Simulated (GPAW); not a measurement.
**Core-hole calculation of the Y L₃ edge in YTe (Fm-3m)**

Aim: the dependence of the Y L₃ near-edge features of YTe (Fm-3m) on volume.

Program: GPAW 26.7.0. Level of theory: X-ray absorption from dipole matrix elements to empty bands, plane-wave PAW LDA. Results are calculated unless marked as measured.

Most raw output is cut from this account.

The database entry behind the starting cell differs from later determinations by our own check (0.1 to 0.3 % short, probably kX units), so it need not match the best structure at ambient conditions.

### 1. Starting point

It takes space group Fm-3m (No. 225, cubic). The conventional cell has a = 6.080 Å, b = 6.080 Å, c = 6.080 Å, α = 90.00°, β = 90.00°, γ = 90.00°. Te has 6 Y at 3.04 Å nearest. Nearest to Y lie 6 Te at 3.04 Å. Farther neighbours and most contacts between anions are not listed.

### 2. The field without a hole

The ground state comes first: it tells whether the system has a gap, which decides how the excited electron is treated.

The input, scf.py:

```python
import numpy as np
from ase import Atoms
from ase.parallel import parprint, paropen
from gpaw import GPAW, PW, FermiDirac, Mixer, MixerDif, setup_paths
from gpaw.test import gen
setup_paths.insert(0, '.')
gen('Y', name='nch2p', xcname='LDA', corehole=(2, 1, 0), write_xml=True)
from gpaw.mpi import world
world.barrier()

atoms = Atoms('TeY',
    cell=[[0, 3.04, 3.04],
     [3.04, 0, 3.04],
     [3.04, 3.04, 0]],
    scaled_positions=[[0, 0, 0],
     [0.5, 0.5, 0.5]],
    pbc=True)
atoms.calc = calc = GPAW(legacy_gpaw=True, mode=PW(430), xc='LDA', setups={1: 'nch2p'},
    kpts={'size': (7, 7, 7), 'gamma': True}, occupations=FermiDirac(0.05),
    charge=0, mixer=Mixer(0.1, 5, 50), maxiter=150,
    convergence={'density': 0.0001}, txt='scf.txt')
energy = atoms.get_potential_energy() + calc.get_reference_energy()
ef = calc.get_fermi_level()
out = dict(energy=energy, fermi=ef, forces=atoms.get_forces().tolist())
parprint(f'all-electron energy {energy:.4f} eV, Fermi level {ef:.4f} eV')
ev = np.array([[calc.get_eigenvalues(k, s) for k in range(len(calc.get_ibz_k_points()))] for s in range(calc.get_number_of_spins())])
out['homo'], out['lumo'], out['counts'] = ev[ev < ef].max(), ev[ev > ef].min(), sorted(set((ev < ef).sum((0, 2)).tolist()))
out['filled'] = (ev[:, 0] < ef).sum(1).tolist()
import json
with paropen('out.json', 'w') as f:
    json.dump(out, f)
```

The run is started by

```sh
OMP_NUM_THREADS=1 mpirun -n 2 gpaw python scf.py
```

Run time: 6.1 s. Hardware: 2 MPI ranks of Arm Neoverse V2, shared host; peak memory 0.17 GiB; 12 s of CPU time.

The mesh shows no gap, so the system is treated as a metal and the core electron is put at the Fermi level (neutral cell).

### 3. Reference energy of the supercell

The photon energy needs a difference of total energies, so the cell and mesh of the coming hole run are first run without a hole.

scf.py, as its differences from that of step 2:

```diff
@@ -10,11 +10,17 @@
 
-atoms = Atoms('TeY',
-    cell=[[0, 3.04, 3.04],
-     [3.04, 0, 3.04],
-     [3.04, 3.04, 0]],
+atoms = Atoms('Te4Y4',
+    cell=[[0, -6.08, 0],
+     [-6.08, 0, 0],
+     [0, 0, -6.08]],
     scaled_positions=[[0, 0, 0],
-     [0.5, 0.5, 0.5]],
+     [0.5, 0, 0.5],
+     [0, 0.5, 0.5],
+     [0.5, 0.5, 0],
+     [0.5, 0.5, 0.5],
+     [0, 0.5, 0],
+     [0.5, 0, 0],
+     [0, 0, 0.5]],
     pbc=True)
-atoms.calc = calc = GPAW(legacy_gpaw=True, mode=PW(430), xc='LDA', setups={1: 'nch2p'},
-    kpts={'size': (7, 7, 7), 'gamma': True}, occupations=FermiDirac(0.05),
+atoms.calc = calc = GPAW(legacy_gpaw=True, mode=PW(430), xc='LDA', setups={4: 'nch2p'},
+    kpts={'size': (3, 3, 3), 'gamma': True}, occupations=FermiDirac(0.1),
     charge=0, mixer=Mixer(0.1, 5, 50), maxiter=150,
```

Wall time 13 s (2 MPI ranks); peak memory 0.24 GiB.

Reference energy: -1106548.850 eV with the cores included.

### 4. Spectrum with XCH, Y atom 2

The holes are 6.1 Å apart. In GPAW the data set carries the hole's charge, so charge=0 means a charged cell and charge=-1 a neutral one. The excited electron is kept in the cell, where it fills the lowest empty states and screens the hole. After the field has converged, empty bands are computed with the density fixed and the dipole matrix elements are summed.

The absorber has 6 Te at 3.04 Å (octahedral, site symmetry m-3m).

The input, xas.py:

```python
import numpy as np
from ase import Atoms
from ase.parallel import parprint, paropen
from gpaw import GPAW, PW, FermiDirac, Mixer, MixerDif, setup_paths
from gpaw.test import gen
setup_paths.insert(0, '.')
gen('Y', name='fch2p', xcname='LDA', corehole=(2, 1, 1), write_xml=True)
from gpaw.mpi import world
world.barrier()

atoms = Atoms('Te4Y4',
    cell=[[0, -6.08, 0],
     [-6.08, 0, 0],
     [0, 0, -6.08]],
    scaled_positions=[[0, 0, 0],
     [0.5, 0, 0.5],
     [0, 0.5, 0.5],
     [0.5, 0.5, 0],
     [0.5, 0.5, 0.5],
     [0, 0.5, 0],
     [0.5, 0, 0],
     [0, 0, 0.5]],
    pbc=True)
atoms.calc = calc = GPAW(legacy_gpaw=True, mode=PW(430), xc='LDA', setups={4: 'fch2p'},
    kpts={'size': (3, 3, 3), 'gamma': True}, occupations=FermiDirac(0.1),
    charge=-1, mixer=Mixer(0.1, 5, 50), maxiter=150,
    convergence={'density': 0.0001}, txt='scf.txt')
energy = atoms.get_potential_energy() + calc.get_reference_energy()
ef = calc.get_fermi_level()
out = dict(energy=energy, fermi=ef, forces=atoms.get_forces().tolist())
parprint(f'all-electron energy {energy:.4f} eV, Fermi level {ef:.4f} eV')
ev = np.array([[calc.get_eigenvalues(k, s) for k in range(len(calc.get_ibz_k_points()))] for s in range(calc.get_number_of_spins())])
out['homo'], out['lumo'], out['counts'] = ev[ev < ef].max(), ev[ev > ef].min(), sorted(set((ev < ef).sum((0, 2)).tolist()))
out['filled'] = (ev[:, 0] < ef).sum(1).tolist()

from ase.units import Ha
from gpaw.xas import dipole_matrix_elements
nb = int(calc.get_number_of_electrons() / 2) + 156
top, nb = nb, nb + 8 + nb // 12
nscf = calc.fixed_density(kpts={'size': (3, 3, 3), 'gamma': True}, nbands=nb,
    convergence={'bands': top, 'eigenstates': 1e-5}, maxiter=60, txt='nscf.txt')
cell = atoms.cell.array
ops = [cell.T @ U.T @ np.linalg.inv(cell.T) for U in nscf.wfs.kd.symmetry.op_scc]
E = np.arange(-6, 34, 0.1)
fwhm = np.interp(E, [4, 25], [1.5, 3.5])
Y, X, zero, highest = 0, 0, 1e9, 1e9
for spin in range(nscf.get_number_of_spins()):
    wfs = nscf.wfs
    A = dipole_matrix_elements(wfs.setups[4])
    eps = np.zeros((wfs.kd.nibzkpts, nb))
    d = np.zeros((3, A.shape[1], wfs.kd.nibzkpts, nb), complex)
    for kpt in wfs.kpt_u:
        if kpt.s == spin and 4 in kpt.P_ani:
            eps[kpt.k] = kpt.eps_n * Ha
            d[:, :, kpt.k] = (kpt.weight * wfs.nspins / 2) ** 0.5 * np.inner(A, kpt.P_ani[4])
    world.sum(eps)
    world.sum(d)
    T = np.einsum('amkn,bmkn->abkn', d, d.conj()).real
    T = sum(np.einsum('ai,ijkn,bj->abkn', R, T, R) for R in ops) / len(ops)
    empty = eps > ef
    zero, highest = min(zero, eps[empty].min()), min(highest, eps[:, top - 1].min())
    lines = [(eps, T, empty)] if spin == 0 else lines + [(eps, T, empty)]
for eps, T, empty in lines:
    f = np.einsum('aakn->akn', T).reshape(3, -1)
    x = eps.ravel() - zero
    w = np.interp(x, E, fwhm) / 2.35482
    g = np.exp(-0.5 * ((E[:, None] - x) / w) ** 2) / (w * (2 * np.pi) ** 0.5)
    Y = Y + (f * empty.ravel()) @ g.T
    X = X + (f * ~empty.ravel()) @ g.T
out.update(E=E.round(2).tolist(), xas=Y.tolist(), xes=X.tolist(), zero=zero, valid=highest - zero, nk=len(eps), nb=nb)
for i in range(0, len(E), 10):
    parprint(f'{E[i]:7.2f}', *(f'{v:10.3e}' for v in Y[:, i]))
import json
with paropen('out.json', 'w') as f:
    json.dump(out, f)
```

The run is started by

```sh
OMP_NUM_THREADS=1 mpirun -n 2 gpaw python xas.py
```

Elapsed: 70 s, on 2 MPI ranks; peak memory 0.34 GiB.

The Y L₃ spectrum, Y atom 2, excited-electron core hole (neutral cell) (energy from the lowest empty level; intensity scaled to a mean of 1 over the first 20 eV):

| E (eV) | intensity |
| --- | --- |
| -2.0 | 0.01 |
| -1.5 | 0.08 |
| -1.0 | 0.44 |
| -0.5 | 1.43 |
| 0.0 | 2.80 |
| 0.5 | 3.65 |
| 1.0 | 3.71 |
| 1.5 | 3.33 |
| 2.0 | 2.83 |
| 2.5 | 2.22 |
| 3.0 | 1.54 |
| 3.5 | 0.96 |
| 4.0 | 0.64 |
| 4.5 | 0.52 |
| 5.0 | 0.56 |
| 5.5 | 0.73 |
| 6.0 | 0.88 |
| 6.5 | 0.91 |
| 7.0 | 0.83 |
| 7.5 | 0.73 |
| 8.0 | 0.66 |
| 8.5 | 0.65 |
| 9.0 | 0.65 |
| 9.5 | 0.66 |
| 10.0 | 0.66 |
| 10.5 | 0.66 |
| 11.0 | 0.63 |
| 11.5 | 0.60 |
| 12.0 | 0.60 |
| 12.5 | 0.64 |
| 13.0 | 0.68 |
| 13.5 | 0.69 |
| 14.0 | 0.68 |
| 14.5 | 0.68 |
| 15.0 | 0.68 |
| 15.5 | 0.67 |
| 16.0 | 0.61 |
| 16.5 | 0.54 |
| 17.0 | 0.47 |
| 17.5 | 0.43 |
| 18.0 | 0.43 |
| 18.5 | 0.45 |
| 19.0 | 0.49 |
| 19.5 | 0.54 |
| 20.0 | 0.58 |
| 20.5 | 0.62 |
| 21.0 | 0.66 |
| 21.5 | 0.69 |
| 22.0 | 0.73 |
| 22.5 | 0.75 |
| 23.0 | 0.77 |
| 23.5 | 0.77 |
| 24.0 | 0.75 |
| 24.5 | 0.71 |
| 25.0 | 0.65 |
| 25.5 | 0.60 |
| 26.0 | 0.54 |
| 26.5 | 0.50 |
| 27.0 | 0.47 |
| 27.5 | 0.45 |
| 28.0 | 0.44 |
| 28.5 | 0.45 |
| 29.0 | 0.47 |
| 29.5 | 0.49 |
| 30.0 | 0.51 |
| 30.5 | 0.54 |
| 31.0 | 0.56 |
| 31.5 | 0.57 |
| 32.0 | 0.56 |

Main maxima below 30 eV (height): 0.8 eV (3.77), 6.4 eV (0.91), 13.4 eV (0.69) and 23.2 eV (0.77). At an L edge the dipole rule selects empty d (and weakly s) states on the absorber, and the strong line at the onset measures the empty part of its d band.

The energy difference (zero at 2096 eV) isn't read as a photon energy: for so heavy an absorber the terms left out (core spin–orbit splitting, the hole's spin, the functional's error) amount to tens of eV or more.

### 5. Supercell without a hole, the energy reference

The cell changes for the next run, so it gets a reference energy of its own.

The cell differs from the one that the last finished run ended in (a 6.080 → 5.956 Å, b 6.080 → 5.956 Å, c 6.080 → 5.956 Å).

scf.py, as its differences from that of step 3:

```diff
@@ -11,5 +11,5 @@
 atoms = Atoms('Te4Y4',
-    cell=[[0, -6.08, 0],
-     [-6.08, 0, 0],
-     [0, 0, -6.08]],
+    cell=[[0, -5.95588354, 0],
+     [-5.95588354, 0, 0],
+     [0, 0, -5.95588354]],
     scaled_positions=[[0, 0, 0],
```

The run is started by

```sh
OMP_NUM_THREADS=1 mpirun -n 2 gpaw python scf.py
```

Run time: 13 s. Hardware: 2 MPI ranks; peak memory 0.24 GiB; 26 s of CPU time.

Reference energy: -1106548.810 eV with the cores included.

### 6. Spectrum with XCH, Y atom 2

Shorter bonds are expected to push antibonding states and scattering resonances up, and longer ones down; the cell is scaled to test that.

Changed against the first core-hole run: volume scale from 1 to 0.94.

xas.py, as its differences from that of step 4:

```diff
@@ -11,5 +11,5 @@
 atoms = Atoms('Te4Y4',
-    cell=[[0, -6.08, 0],
-     [-6.08, 0, 0],
-     [0, 0, -6.08]],
+    cell=[[0, -5.95588354, 0],
+     [-5.95588354, 0, 0],
+     [0, 0, -5.95588354]],
     scaled_positions=[[0, 0, 0],
@@ -37,3 +37,3 @@
 from gpaw.xas import dipole_matrix_elements
-nb = int(calc.get_number_of_electrons() / 2) + 156
+nb = int(calc.get_number_of_electrons() / 2) + 148
 top, nb = nb, nb + 8 + nb // 12
```

The run is started by

```sh
OMP_NUM_THREADS=1 mpirun -n 2 gpaw python xas.py
```

Run time: 54 s. Hardware: 2 MPI ranks; peak memory 0.34 GiB.

| E (eV) | first run | this run |
| --- | --- | --- |
| -2.0 | 0.01 | 0.01 |
| -1.0 | 0.44 | 0.39 |
| 0.0 | 2.80 | 2.52 |
| 1.0 | 3.71 | 3.49 |
| 2.0 | 2.83 | 2.76 |
| 3.0 | 1.54 | 1.72 |
| 4.0 | 0.64 | 0.75 |
| 5.0 | 0.56 | 0.53 |
| 6.0 | 0.88 | 0.83 |
| 7.0 | 0.83 | 0.89 |
| 8.0 | 0.66 | 0.71 |
| 9.0 | 0.65 | 0.67 |
| 10.0 | 0.66 | 0.66 |
| 11.0 | 0.63 | 0.66 |
| 12.0 | 0.60 | 0.61 |
| 13.0 | 0.68 | 0.64 |
| 14.0 | 0.68 | 0.67 |
| 15.0 | 0.68 | 0.67 |
| 16.0 | 0.61 | 0.68 |
| 17.0 | 0.47 | 0.57 |
| 18.0 | 0.43 | 0.44 |
| 19.0 | 0.49 | 0.42 |
| 20.0 | 0.58 | 0.49 |
| 21.0 | 0.66 | 0.57 |
| 22.0 | 0.73 | 0.65 |
| 23.0 | 0.77 | 0.71 |
| 24.0 | 0.75 | 0.75 |
| 25.0 | 0.65 | 0.73 |
| 26.0 | 0.54 | 0.65 |
| 27.0 | 0.47 | 0.55 |
| 28.0 | 0.44 | 0.47 |
| 29.0 | 0.47 | 0.44 |
| 30.0 | 0.51 | 0.45 |
| 31.0 | 0.56 | 0.49 |
| 32.0 | 0.56 | 0.55 |

The scaled spectrum changes by 8 % r.m.s. The highest intensity below 24 eV goes from 0.8 eV (3.77) to 0.8 eV (3.52).

The photon energy of the zero moves by -0.20 eV.

### 7. Reference energy of the supercell

The cell differs from the one that the last finished run ended in (a 5.956 → 6.140 Å, b 5.956 → 6.140 Å, c 5.956 → 6.140 Å).

scf.py, as its differences from that of step 5:

```diff
@@ -11,5 +11,5 @@
 atoms = Atoms('Te4Y4',
-    cell=[[0, -5.95588354, 0],
-     [-5.95588354, 0, 0],
-     [0, 0, -5.95588354]],
+    cell=[[0, -6.14020194, 0],
+     [-6.14020194, 0, 0],
+     [0, 0, -6.14020194]],
     scaled_positions=[[0, 0, 0],
```

The run is started by

```sh
OMP_NUM_THREADS=1 mpirun -n 2 gpaw python scf.py
```

The job ended after 13 s (2 MPI ranks; peak memory 0.24 GiB; 25 s of CPU time).

Reference energy: -1106548.737 eV with the cores included.

### 8. Spectrum with XCH, Y atom 2

Changed against the first core-hole run: volume scale from 1 to 1.03.

xas.py, as its differences from that of step 6:

```diff
@@ -11,5 +11,5 @@
 atoms = Atoms('Te4Y4',
-    cell=[[0, -5.95588354, 0],
-     [-5.95588354, 0, 0],
-     [0, 0, -5.95588354]],
+    cell=[[0, -6.14020194, 0],
+     [-6.14020194, 0, 0],
+     [0, 0, -6.14020194]],
     scaled_positions=[[0, 0, 0],
@@ -37,3 +37,3 @@
 from gpaw.xas import dipole_matrix_elements
-nb = int(calc.get_number_of_electrons() / 2) + 148
+nb = int(calc.get_number_of_electrons() / 2) + 160
 top, nb = nb, nb + 8 + nb // 12
```

The run is started by

```sh
OMP_NUM_THREADS=1 mpirun -n 2 gpaw python xas.py
```

It took 74 s on 2 MPI ranks; peak memory 0.35 GiB.

| E (eV) | first run | this run |
| --- | --- | --- |
| -2.0 | 0.01 | 0.01 |
| -1.0 | 0.44 | 0.46 |
| 0.0 | 2.80 | 2.93 |
| 1.0 | 3.71 | 3.80 |
| 2.0 | 2.83 | 2.86 |
| 3.0 | 1.54 | 1.43 |
| 4.0 | 0.64 | 0.59 |
| 5.0 | 0.56 | 0.59 |
| 6.0 | 0.88 | 0.89 |
| 7.0 | 0.83 | 0.80 |
| 8.0 | 0.66 | 0.64 |
| 9.0 | 0.65 | 0.65 |
| 10.0 | 0.66 | 0.66 |
| 11.0 | 0.63 | 0.61 |
| 12.0 | 0.60 | 0.61 |
| 13.0 | 0.68 | 0.69 |
| 14.0 | 0.68 | 0.68 |
| 15.0 | 0.68 | 0.67 |
| 16.0 | 0.61 | 0.57 |
| 17.0 | 0.47 | 0.44 |
| 18.0 | 0.43 | 0.45 |
| 19.0 | 0.49 | 0.54 |
| 20.0 | 0.58 | 0.62 |
| 21.0 | 0.66 | 0.69 |
| 22.0 | 0.73 | 0.76 |
| 23.0 | 0.77 | 0.78 |
| 24.0 | 0.75 | 0.71 |
| 25.0 | 0.65 | 0.60 |
| 26.0 | 0.54 | 0.49 |
| 27.0 | 0.47 | 0.45 |
| 28.0 | 0.44 | 0.46 |
| 29.0 | 0.47 | 0.49 |
| 30.0 | 0.51 | 0.54 |
| 31.0 | 0.56 | 0.57 |
| 32.0 | 0.56 | 0.55 |

Against the first run the r.m.s. difference is 4 %. The highest intensity below 24 eV stays at 0.8 eV.

The photon energy of the zero moves by +0.09 eV.

### 9. Reference energy of the supercell

The cell differs from the one that the last finished run ended in (a 6.140 → 6.257 Å, b 6.140 → 6.257 Å, c 6.140 → 6.257 Å).

scf.py, as its differences from that of step 7:

```diff
@@ -11,5 +11,5 @@
 atoms = Atoms('Te4Y4',
-    cell=[[0, -6.14020194, 0],
-     [-6.14020194, 0, 0],
-     [0, 0, -6.14020194]],
+    cell=[[0, -6.2571862, 0],
+     [-6.2571862, 0, 0],
+     [0, 0, -6.2571862]],
     scaled_positions=[[0, 0, 0],
```

The run is started by

```sh
OMP_NUM_THREADS=1 mpirun -n 2 gpaw python scf.py
```

Wall time 13 s (2 MPI ranks); peak memory 0.24 GiB.

Reference energy: -1106548.310 eV with the cores included.

### 10. Spectrum with XCH, Y atom 2

Changed against the first core-hole run: volume scale from 1 to 1.09.

xas.py, as its differences from that of step 8:

```diff
@@ -11,5 +11,5 @@
 atoms = Atoms('Te4Y4',
-    cell=[[0, -6.14020194, 0],
-     [-6.14020194, 0, 0],
-     [0, 0, -6.14020194]],
+    cell=[[0, -6.2571862, 0],
+     [-6.2571862, 0, 0],
+     [0, 0, -6.2571862]],
     scaled_positions=[[0, 0, 0],
@@ -37,3 +37,3 @@
 from gpaw.xas import dipole_matrix_elements
-nb = int(calc.get_number_of_electrons() / 2) + 160
+nb = int(calc.get_number_of_electrons() / 2) + 168
 top, nb = nb, nb + 8 + nb // 12
```

The run is started by

```sh
OMP_NUM_THREADS=1 mpirun -n 2 gpaw python xas.py
```

The job ended after 83 s (2 MPI ranks; peak memory 0.36 GiB; 2.8 min of CPU time).

| E (eV) | first run | this run |
| --- | --- | --- |
| -2.0 | 0.01 | 0.01 |
| -1.0 | 0.44 | 0.50 |
| 0.0 | 2.80 | 3.17 |
| 1.0 | 3.71 | 4.00 |
| 2.0 | 2.83 | 2.85 |
| 3.0 | 1.54 | 1.21 |
| 4.0 | 0.64 | 0.51 |
| 5.0 | 0.56 | 0.64 |
| 6.0 | 0.88 | 0.89 |
| 7.0 | 0.83 | 0.72 |
| 8.0 | 0.66 | 0.61 |
| 9.0 | 0.65 | 0.65 |
| 10.0 | 0.66 | 0.65 |
| 11.0 | 0.63 | 0.57 |
| 12.0 | 0.60 | 0.65 |
| 13.0 | 0.68 | 0.70 |
| 14.0 | 0.68 | 0.68 |
| 15.0 | 0.68 | 0.62 |
| 16.0 | 0.61 | 0.48 |
| 17.0 | 0.47 | 0.45 |
| 18.0 | 0.43 | 0.52 |
| 19.0 | 0.49 | 0.61 |
| 20.0 | 0.58 | 0.68 |
| 21.0 | 0.66 | 0.76 |
| 22.0 | 0.73 | 0.79 |
| 23.0 | 0.77 | 0.73 |
| 24.0 | 0.75 | 0.61 |
| 25.0 | 0.65 | 0.50 |
| 26.0 | 0.54 | 0.45 |
| 27.0 | 0.47 | 0.46 |
| 28.0 | 0.44 | 0.50 |
| 29.0 | 0.47 | 0.55 |
| 30.0 | 0.51 | 0.57 |
| 31.0 | 0.56 | 0.55 |
| 32.0 | 0.56 | 0.55 |

Against the first run the r.m.s. difference is 11 %. The highest intensity below 24 eV goes from 0.8 eV (3.77) to 0.6 eV (4.11).

The photon energy of the zero moves by +0.25 eV.

### 11. The volumes side by side

| volume | nearest distance (Å) | shift of the zero (eV) | maximum 1 (eV above own zero) | maximum 2 (eV above own zero) | maximum 3 (eV above own zero) |
| --- | --- | --- | --- | --- | --- |
| 0.94 | 2.978 | -0.20 | 0.8 | 6.6 | 24.2 |
| 1 | 3.040 | +0.00 | 0.8 | 6.4 | 23.2 |
| 1.03 | 3.070 | +0.09 | 0.8 | 6.2 | 22.8 |
| 1.09 | 3.129 | +0.25 | 0.6 | 6.0 | 22.0 |

The curves, each shifted by its zero's change so that they share one photon-energy axis, counted from the zero at V × 1:

| E (eV) | V × 0.94 | V × 1 | V × 1.03 | V × 1.09 |
| --- | --- | --- | --- | --- |
| -2.0 | 0.02 | 0.01 | 0.01 | 0.00 |
| -1.0 | 0.67 | 0.44 | 0.36 | 0.24 |
| 0.0 | 2.95 | 2.80 | 2.67 | 2.41 |
| 1.0 | 3.41 | 3.71 | 3.84 | 4.11 |
| 2.0 | 2.56 | 2.83 | 2.96 | 3.21 |
| 3.0 | 1.49 | 1.54 | 1.56 | 1.58 |
| 4.0 | 0.66 | 0.64 | 0.63 | 0.59 |
| 5.0 | 0.56 | 0.56 | 0.56 | 0.57 |
| 6.0 | 0.89 | 0.88 | 0.87 | 0.86 |
| 7.0 | 0.86 | 0.83 | 0.82 | 0.78 |
| 8.0 | 0.69 | 0.66 | 0.65 | 0.61 |
| 9.0 | 0.67 | 0.65 | 0.65 | 0.64 |
| 10.0 | 0.66 | 0.66 | 0.66 | 0.66 |
| 11.0 | 0.66 | 0.63 | 0.62 | 0.58 |
| 12.0 | 0.61 | 0.60 | 0.60 | 0.62 |
| 13.0 | 0.66 | 0.68 | 0.69 | 0.70 |
| 14.0 | 0.67 | 0.68 | 0.68 | 0.68 |
| 15.0 | 0.68 | 0.68 | 0.68 | 0.65 |
| 16.0 | 0.67 | 0.61 | 0.58 | 0.52 |
| 17.0 | 0.54 | 0.47 | 0.45 | 0.44 |
| 18.0 | 0.43 | 0.43 | 0.45 | 0.50 |
| 19.0 | 0.43 | 0.49 | 0.53 | 0.59 |
| 20.0 | 0.51 | 0.58 | 0.61 | 0.66 |
| 21.0 | 0.59 | 0.66 | 0.68 | 0.74 |
| 22.0 | 0.66 | 0.73 | 0.75 | 0.79 |
| 23.0 | 0.72 | 0.77 | 0.78 | 0.76 |
| 24.0 | 0.75 | 0.75 | 0.72 | 0.64 |
| 25.0 | 0.72 | 0.65 | 0.61 | 0.52 |
| 26.0 | 0.63 | 0.54 | 0.50 | 0.46 |
| 27.0 | 0.53 | 0.47 | 0.45 | 0.45 |
| 28.0 | 0.46 | 0.44 | 0.45 | 0.49 |
| 29.0 | 0.44 | 0.47 | 0.49 | 0.54 |
| 30.0 | 0.45 | 0.51 | 0.54 | 0.57 |
| 31.0 | 0.50 | 0.56 | 0.57 | 0.56 |

### 12. Outcome

- absorber and edge: Y L₃, atom 2 of the ground-state input (counted from 1)
- surroundings: 6 Te at 3.04 Å (octahedral, site symmetry m-3m)
- highest intensity below 24 eV: 0.8 eV above the zero, height 3.77

**Reading.** From V × 0.94 to V × 1.09 the nearest distance grows by 0.151 Å and the zero moves by +0.45 eV. Above their own zero, the maxima move from 0.8 to 0.6 eV, from 6.6 to 6.0 eV and from 24.2 to 22.0 eV. The one highest in energy moves most, in the direction that the rule ΔE·R² ≈ constant for scattering resonances gives. The Y L₃ edge of atom 2, with 6 Te at 3.04 Å (octahedral, site symmetry m-3m), has its highest intensity of the first 24 eV at 0.8 eV above the zero, 3.8 times the mean level of the first 20 eV (Gaussian full width 1.5 eV up to 4 eV, rising linearly to 3.5 eV at 25 eV). Only the L₃ part is meant: spin–orbit coupling of the core level isn't computed and the L₂ copy isn't added. The primitive cell holds an odd number of electrons, so a spin-paired run has to come out metallic; that is right for a metal, but some such compounds are magnetic or distorted insulators. The holes are only 6.1 Å apart, so the shape is probably not converged with cell size; no larger cell was run here. The mesh is coarse (0.34 Å⁻¹ between points), so small maxima may be mesh ripples. Lifetime broadening is put in by hand, and intensities beyond about 20 eV depend on it and on the partial waves; weight that the partial waves miss at high energy is lost. The structure is a published determination, not relaxed.

[Logs are printed without paths, hosts, clocks, repeated set-up lines and the standing remarks that a program may print on its own settings, such as how far it seeks lower states.]

[Hosts, paths, dates, database ids (printed as entryN), source tags and the programs' standing remarks are cut or masked in the printed files.]

[Lists of maxima count a maximum above −3 eV only where it reaches 4 % of the highest in the window and stands out from its surroundings by 2 % of it (1.5 % where it reaches 55 %); shoulders and weaker maxima are passed over, and of the rest the first, up to two pre-edge ones and the few strongest are named.]
